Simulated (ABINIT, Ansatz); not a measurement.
## MoS2 (P6_3/mmc): bands and cutoff in G0W0 with ABINIT

Wanted: a converged G0W0 gap of MoS2 (P6_3/mmc), or an estimate of the limit.

Calculated with ABINIT 10.8.3; PBEsol and many-body steps on it, plane waves.

The database entry behind the starting cell differs from later determinations by our own check (about 0.3 % long), so it need not match the best structure at ambient conditions.

## (1) Set-up

The structure is hexagonal, space group P6_3/mmc (No. 194). The conventional cell has a = 3.169 Å, b = 3.169 Å, c = 12.324 Å, α = 90.00°, β = 90.00°, γ = 120.00°. Nearest to Mo lie 6 S at 2.41 Å. Nearest to S lie 3 Mo at 2.41 Å. Farther neighbours and most contacts between anions are not listed.

Coordinates:

```cif
data_structure
_symmetry_space_group_name_H-M 'P6_3/mmc'
_symmetry_Int_Tables_number 194
_cell_length_a 3.1690
_cell_length_b 3.1690
_cell_length_c 12.3240
_cell_angle_alpha 90.000
_cell_angle_beta 90.000
_cell_angle_gamma 120.000
_cell_volume 107.18
loop_
_atom_site_label
_atom_site_type_symbol
_atom_site_symmetry_multiplicity
_atom_site_Wyckoff_symbol
_atom_site_fract_x
_atom_site_fract_y
_atom_site_fract_z
_atom_site_occupancy
Mo1 Mo 2 c 0.33333 0.66667 0.25000 1
S1 S 4 f 0.33333 0.66667 0.62300 1
```

The cell and positions come from the Crystallography Open Database and are kept as given unless a step says otherwise.

## (2) Empty states on the mesh, 3×3×1 mesh, 220 bands

This step: ABINIT 10.8.3; DFT, PBEsol, plane waves, norm-conserving pseudopotentials.

The sums over transitions need many empty states on a uniform mesh; this step solves for them.

The input, run.abi:

```
acell 3*1.0 Angstrom
rprim 
  3.169000000004 -0.000000000001 0.000000000000
  -1.584500000001 2.744434504597 0.000000000000
  0.000000000000 0.000000000000 12.324000000000
ntypat 2
znucl 42 16
natom 6
typat 1 1 2 2 2 2
xred 
  0.333333333333 0.666666666667 0.250000000000
  0.666666666667 0.333333333333 0.750000000000
  0.333333333333 0.666666666667 0.623000000000
  0.666666666667 0.333333333333 0.123000000000
  0.333333333333 0.666666666667 0.877000000000
  0.666666666667 0.333333333333 0.377000000000
pp_dirpath "pseudos"
pseudos "Mo.upf, S.upf"
ecut 36
ngkpt 3 3 1
nshiftk 1
shiftk 0 0 0
kptopt 1
chksymbreak 0
iscf -2
irdden 1
istwfk *1
nband 220
nbdbuf 20
tolwfr 1e-09
nstep 60
prtvol 0
indata_prefix "in"
outdata_prefix "out"
tmpdata_prefix "tmp"
```

Launch:

```bash
> OMP_NUM_THREADS=1 mpirun -n 4 abinit run.abi > log
```

Numbers of over 12 decimals in the logs are rounded to 6 here.

What it wrote:

```text
.Version 10.8.3 of ABINIT. v10.8.2 released Aug 2026.

 Symmetries : space group P6_3/m m c (#194); Bravais hP (primitive hexag.)
[... echo of the input left out ...]
== DATASET  1 ==================================================================
-   mpi_nproc: 4, omp_nthreads: 1 (-1 if OMP is not activated)
-    --> not optimal distribution: autoparal keyword recommended in input file <--

--- !DatasetInfo
iteration_state: {dtset: 1, }
dimensions: {natom: 6, nkpt: 3, mband: 220, nsppol: 1, nspinor: 1, nspden: 1, mpw: 7476, }
cutoff_energies: {ecut:  36.0, pawecutdg:  -1.0, }
[...]
2.79185    2.79185    2.80180    2.80753    2.80762    2.80762    2.85115    2.85115
   2.86057    2.86823    2.87780    2.87780    2.89120    2.89557    2.89558    2.92114
   2.92131    2.93614    2.93687    2.97053
 prteigrs : prtvol=0 or 1, do not print more k-points.

== END DATASET(S) ==============================================================
================================================================================

 -outvars: echo values of variables after computation  --------
            nband         220
             nkpt           3
          spgroup         194
 [... the other variables as echoed above ...]

 Calculation completed.
```

Elapsed: 74 s, on 4 MPI ranks of Arm Neoverse V2, shared host; peak memory 0.44 GiB; 4.9 min of CPU time.

This step gave:

- gap: 1.037 eV
- k of the valence top: 0, 0, 0
- k of the conduction bottom: 0.3333, 0.3333, 0
- least direct gap: 1.652 eV
- k points computed: 3
- lowest point of the top converged band, above the valence top: 67.2012 eV

On this mesh the gap is 1.037 eV.

The density comes from a self-consistent run that is not shown.

## (3) Screening, 3×3×1 mesh, 47 bands, screening to 62.6 eV

The RPA dielectric matrix is built and inverted for each q.

This step: RPA screening on PBEsol, plane waves, norm-conserving pseudopotentials.

run.abi: that of step 2 with these lines changed.

```diff
@@ -24,10 +24,11 @@
 chksymbreak 0
-iscf -2
-irdden 1
 istwfk *1
-nband 220
-nbdbuf 20
-tolwfr 1e-09
-nstep 60
-prtvol 0
+occopt 1
+irdwfk 1
+optdriver 3
+nband 47
+ecuteps 2.3
+inclvkb 2
+awtr 1
+symchi 1
 indata_prefix "in"
```

What it wrote:

```text
.Version 10.8.3 of ABINIT. v10.8.2 released Aug 2026.

 Symmetries : space group P6_3/m m c (#194); Bravais hP (primitive hexag.)
[... echo of the input left out ...]
== DATASET  1 ==================================================================
-   mpi_nproc: 4, omp_nthreads: 1 (-1 if OMP is not activated)

--- !DatasetInfo
iteration_state: {dtset: 1, }
dimensions: {natom: 6, nkpt: 3, mband: 47, nsppol: 1, nspinor: 1, nspden: 1, mpw: 7476, }
cutoff_energies: {ecut:  36.0, pawecutdg:  -1.0, }
electrons: {nelect:   5.20000000E+01, charge:   0.00000000E+00, occopt:   1.00000000E+00, tsmear:   1.00000000E-02, }

 SCREENING: Calculation of the susceptibility and dielectric matrices

 Based on a program developped by R.W. Godby, V. Olevano, G. Onida, and L. Reining.
 Incorporated in ABINIT by V. Olevano, G.-M. Rignanese, and M. Torrent.
.Using double precision arithmetic ; gwpc =  8

[... cell and pseudopotentials left out ...]
--------------------------------------------------------------------------------

 ==== K-mesh for the wavefunctions ====
 Number of points in the irreducible wedge :     3
[... list of points left out ...]
 Together with 24 symmetry operations and time-reversal symmetry
 yields     9 points in the full Brillouin Zone.

 ==== Q-mesh for the screening function ====
 Number of points in the irreducible wedge :     3
[... list of points left out ...]
 Together with 24 symmetry operations and time-reversal symmetry
 yields     9 points in the full Brillouin Zone.

 setmesh: FFT mesh size selected  =    18x   18x   80
          total number of points  =        25920

 vcoul_init : cutoff-mode = AUXILIARY_FUNCTION
 q-points for optical limit:   1
     1)      0.000010    0.000020    0.000030

- screening: taking advantage of time-reversal symmetry
- Maximum band index for partially occupied states nbvw = 26
- Remaining bands to be divided among processors   nbcw = 21
- Number of bands treated by each node ~5

 Number of electrons calculated from density =   52.0000; Expected =   52.0000
 average of density, n =  0.071892
 r_s =    1.4919
 omega_plasma =   25.8640 [eV]

 calculating chi0 at frequencies [eV] :
  1    0.000000E+00    0.000000E+00
  2    0.000000E+00    2.586399E+01

--------------------------------------------------------------------------------
  q-point number  1        q = ( 0.000000, 0.000000, 0.000000) [r.l.u.]
--------------------------------------------------------------------------------
[... chi0 elements left out ...]
 For q-point:  0.000010 0.000020 0.000030
  dielectric constant =  17.7396
  dielectric constant without local fields =  19.4308

  Average fulfillment of the sum rule on Im[epsilon] for q-point    1 :     50.49  [%]
[... wings left out ...]
  q-point number  2        q = ( 0.333333, 0.000000, 0.000000) [r.l.u.]
--------------------------------------------------------------------------------
[... chi0 elements left out ...]
  Average fulfillment of the sum rule on Im[epsilon] for q-point    2 :     37.67  [%]

 [... 1 further q-points ...]
```

Wall time 7.5 s (4 MPI ranks); peak memory 0.73 GiB.

Numbers from this step:

```yaml
eps_infinity_with_local_fields_on_this_mesh_along_the_program_s_q_direction: 17.74
the_same_without_local_fields: 19.43
plasma_frequency: 25.86 eV
plane_waves_in_the_screening_matrix: 111
```

Local fields lower ε∞ by 9 %. On a Γ-centred mesh this coarse the value itself is usually too large, while a short band sum pulls it down.

## (4) 47 bands, 62.6 eV

The self-energy is evaluated for the states that the input lists, and the levels follow from it, in one-shot runs by the linearised quasiparticle equation.

This step: G0W0 on PBEsol, plane waves, norm-conserving pseudopotentials.

run.abi: that of step 3 with these lines changed.

```diff
@@ -27,8 +27,17 @@
 irdwfk 1
-optdriver 3
+optdriver 4
 nband 47
+gwcalctyp 0
+ecutsigx 36
+symsigma 1
+nkptgw 2
+kptgw 
+  0.0000000000 0.0000000000 0.0000000000
+  0.3333333333 0.3333333333 0.0000000000
+bdgw 
+  25 28
+  25 28
 ecuteps 2.3
-inclvkb 2
-awtr 1
-symchi 1
+irdscr 1
+ppmodel 1
 indata_prefix "in"
```

What it wrote:

```text
.Version 10.8.3 of ABINIT. v10.8.2 released Aug 2026.

 Symmetries : space group P6_3/m m c (#194); Bravais hP (primitive hexag.)
[... echo of the input left out ...]
== DATASET  1 ==================================================================
-   mpi_nproc: 4, omp_nthreads: 1 (-1 if OMP is not activated)

--- !DatasetInfo
iteration_state: {dtset: 1, }
dimensions: {natom: 6, nkpt: 3, mband: 47, nsppol: 1, nspinor: 1, nspden: 1, mpw: 7476, }
cutoff_energies: {ecut:  36.0, pawecutdg:  -1.0, }
electrons: {nelect:   5.20000000E+01, charge:   0.00000000E+00, occopt:   1.00000000E+00, tsmear:   1.00000000E-02, }

 SIGMA: Calculation of the GW corrections

 Based on a program developped by R.W. Godby, V. Olevano, G. Onida, and L. Reining.
 Incorporated in ABINIT by V. Olevano, G.-M. Rignanese, and M. Torrent.
.Using double precision arithmetic ; gwpc =  8

[... cell and pseudopotentials left out ...]
--------------------------------------------------------------------------------

 ==== K-mesh for the wavefunctions ====
 Number of points in the irreducible wedge :     3
[... list of points left out ...]
 Together with 24 symmetry operations and time-reversal symmetry
 yields     9 points in the full Brillouin Zone.

 ==== Q-mesh for screening function ====
 Number of points in the irreducible wedge :     3
[... list of points left out ...]
 Together with 24 symmetry operations and time-reversal symmetry
 yields     9 points in the full Brillouin Zone.

 vcoul_init : cutoff-mode = AUXILIARY_FUNCTION
 q-points for optical limit:   1
     1)      0.000010    0.000020    0.000030
 setmesh: FFT mesh size selected  =    32x   32x  128
          total number of points  =       131072

 Number of electrons calculated from density =   52.0000; Expected =   52.0000
 average of density, n =  0.071892
 r_s =    1.4919
 omega_plasma =   25.8640 [eV]

 === KS Band Gaps ===
  >>>> For spin  1
   Minimum direct gap =   1.6518 [eV], located at k-point      :   0.3333  0.3333  0.0000
   Fundamental gap    =   1.0368 [eV], Top of valence bands at :   0.0000  0.0000  0.0000
                                       Bottom of conduction at :   0.3333  0.3333  0.0000
 SIGMA fundamental parameters:
 PLASMON POLE MODEL  1
 number of plane-waves for SigmaX                 7437
 number of plane-waves for SigmaC and W            111
 number of plane-waves for wavefunctions          7437
 number of bands                                    47
 number of independent spin polarizations            1
 number of spinorial components                      1
 number of k-points in IBZ                           3
 number of q-points in IBZ                           3
 number of symmetry operations                      24
 number of k-points in BZ                            9
 number of q-points in BZ                            9
 number of frequencies for dSigma/dE                 9
 frequency step for dSigma/dE [eV]                0.25
 number of omega for Sigma on real axis              0
 max omega for Sigma on real axis  [eV]           0.00
 zcut for avoiding poles [eV]                     0.10

 EPSILON^-1 parameters (SCR file):
 dimension of the eps^-1 matrix on file            111
 dimension of the eps^-1 matrix used               111
 number of plane-waves for wavefunctions          7437
 number of bands                                    47
 number of q-points in IBZ                           3
 number of frequencies                               2
 number of real frequencies                          1
 number of imag frequencies                          1

 matrix elements of self-energy operator (all in [eV])

 Perturbative Calculation

--- !SelfEnergy_ee
iteration_state: {dtset: 1, }
kpoint     : [   0.000,    0.000,    0.000, ]
spin       : 1
KS_gap     :    2.094
QP_gap     :    2.724
Delta_QP_KS:    0.629
data: !SigmaeeData |
     Band     E0 <VxcDFT>   SigX SigC(E0)      Z dSigC/dE  Sig(E)    E-E0       E
       25   7.228 -13.594 -16.570   3.685   0.786  -0.272 -13.037   0.557   7.785
       26   8.399 -16.270 -17.350   2.365   0.777  -0.287 -15.272   0.999   9.397
       27  10.493 -15.558 -10.907  -2.582   0.787  -0.270 -13.930   1.628  12.121
       28  10.493 -15.558 -10.907  -2.582   0.787  -0.270 -13.930   1.628  12.121

--- !SelfEnergy_ee
iteration_state: {dtset: 1, }
kpoint     : [   0.333,    0.333,    0.000, ]
spin       : 1
KS_gap     :    1.652
QP_gap     :    2.322
Delta_QP_KS:    0.670
data: !SigmaeeData |
     Band     E0 <VxcDFT>   SigX SigC(E0)      Z dSigC/dE  Sig(E)    E-E0       E
       25   7.612 -16.134 -17.417   2.495   0.775  -0.290 -15.195   0.939   8.551
       26   7.784 -16.488 -17.740   2.506   0.774  -0.291 -15.517   0.971   8.754
       27   9.435 -17.535 -12.657  -2.755   0.773  -0.294 -15.893   1.641  11.077
       28   9.435 -17.535 -12.657  -2.755   0.773  -0.294 -15.893   1.641  11.077

== END DATASET(S) ==============================================================
================================================================================

 -outvars: echo values of variables after computation  --------
           etotal      0.0000000000E+00
            nband          47
             nkpt           3
          spgroup         194
 [... the other variables as echoed above ...]

 Calculation completed.
```

Elapsed: 4.7 s, on 4 MPI ranks; peak memory 0.27 GiB.

Numbers from this step:

```
G0W0 gap on the points computed              : 1.680 eV
starting gap on the mesh                     : 1.037 eV
k of the valence top                         : 0, 0, 0
k of the conduction bottom                   : 0.3333, 0.3333, 0
Z at the valence top                         : 0.777
Z at the conduction bottom                   : 0.773
least direct G0W0 gap on the computed points : 2.323 eV
```

The gap on the mesh goes from 1.04 eV to 1.68 eV, a correction of +0.64 eV.

## (5) Screening, 3×3×1 mesh, 97 bands, screening to 114.3 eV

This step: RPA screening on PBEsol, plane waves, norm-conserving pseudopotentials.

run.abi: that of step 4 with these lines changed.

```diff
@@ -27,17 +27,8 @@
 irdwfk 1
-optdriver 4
-nband 47
-gwcalctyp 0
-ecutsigx 36
-symsigma 1
-nkptgw 2
-kptgw 
-  0.0000000000 0.0000000000 0.0000000000
-  0.3333333333 0.3333333333 0.0000000000
-bdgw 
-  25 28
-  25 28
-ecuteps 2.3
-irdscr 1
-ppmodel 1
+optdriver 3
+nband 97
+ecuteps 4.2
+inclvkb 2
+awtr 1
+symchi 1
 indata_prefix "in"
```

What it wrote:

```text
.Version 10.8.3 of ABINIT. v10.8.2 released Aug 2026.

 Symmetries : space group P6_3/m m c (#194); Bravais hP (primitive hexag.)
[... echo of the input left out ...]
== DATASET  1 ==================================================================
-   mpi_nproc: 4, omp_nthreads: 1 (-1 if OMP is not activated)

--- !DatasetInfo
iteration_state: {dtset: 1, }
dimensions: {natom: 6, nkpt: 3, mband: 97, nsppol: 1, nspinor: 1, nspden: 1, mpw: 7476, }
cutoff_energies: {ecut:  36.0, pawecutdg:  -1.0, }
electrons: {nelect:   5.20000000E+01, charge:   0.00000000E+00, occopt:   1.00000000E+00, tsmear:   1.00000000E-02, }

 SCREENING: Calculation of the susceptibility and dielectric matrices

 Based on a program developped by R.W. Godby, V. Olevano, G. Onida, and L. Reining.
 Incorporated in ABINIT by V. Olevano, G.-M. Rignanese, and M. Torrent.
.Using double precision arithmetic ; gwpc =  8

[... cell and pseudopotentials left out ...]
--------------------------------------------------------------------------------

 ==== K-mesh for the wavefunctions ====
 Number of points in the irreducible wedge :     3
[... list of points left out ...]
 Together with 24 symmetry operations and time-reversal symmetry
 yields     9 points in the full Brillouin Zone.

 ==== Q-mesh for the screening function ====
 Number of points in the irreducible wedge :     3
[... list of points left out ...]
 Together with 24 symmetry operations and time-reversal symmetry
 yields     9 points in the full Brillouin Zone.

 setmesh: FFT mesh size selected  =    20x   20x   90
          total number of points  =        36000

 vcoul_init : cutoff-mode = AUXILIARY_FUNCTION
 q-points for optical limit:   1
     1)      0.000010    0.000020    0.000030

- screening: taking advantage of time-reversal symmetry
- Maximum band index for partially occupied states nbvw = 26
- Remaining bands to be divided among processors   nbcw = 71
- Number of bands treated by each node ~17

 Number of electrons calculated from density =   52.0000; Expected =   52.0000
 average of density, n =  0.071892
 r_s =    1.4919
 omega_plasma =   25.8640 [eV]

 calculating chi0 at frequencies [eV] :
  1    0.000000E+00    0.000000E+00
  2    0.000000E+00    2.586399E+01

--------------------------------------------------------------------------------
  q-point number  1        q = ( 0.000000, 0.000000, 0.000000) [r.l.u.]
--------------------------------------------------------------------------------
[... chi0 elements left out ...]
 For q-point:  0.000010 0.000020 0.000030
  dielectric constant =  17.4533
  dielectric constant without local fields =  19.6388

  Average fulfillment of the sum rule on Im[epsilon] for q-point    1 :     67.33  [%]
[... wings left out ...]
  q-point number  2        q = ( 0.333333, 0.000000, 0.000000) [r.l.u.]
--------------------------------------------------------------------------------
[... chi0 elements left out ...]
  Average fulfillment of the sum rule on Im[epsilon] for q-point    2 :     62.28  [%]

 [... 1 further q-points ...]
```

The job ended after 18 s (4 MPI ranks; peak memory 0.85 GiB; 72 s of CPU time).

Numbers from this step:

| Property | Result |
| --- | --- |
| ε∞ with local fields, on this mesh, along the program's q direction | 17.45 |
| the same without local fields | 19.64 |
| plasma frequency | 25.86 eV |
| plane waves in the screening matrix | 291 |

(Continued in part 2 of 2.)

[Paths, hosts, dates, memory and timing lines, banners, echoed tables and standing remarks are left out of the program output.]

[Logs are printed without paths, hosts, clocks, repeated set-up lines and the standing remarks that a program may print on its own settings, such as how far it seeks lower states.]

[Runs of the session that timed out or met a known fault of the program may be left out.]

[No measured gap is set beside runs whose start may be inverted or whose files or cutoffs have a known fault.]

[Hosts, paths, dates, database ids (printed as entryN), source tags and the programs' standing remarks are cut or masked in the printed files.]

[G0W0 gaps are taken among the corrected bands and points alone; a level outside them can change the order at an edge.]

[Where Ansatz stands beside ABINIT at settings called matched, ABINIT's density can come from a denser mesh and the files from another edition; pairs whose starting gaps differed by over 0.03 eV were left out, so agreement reads better than it is.]
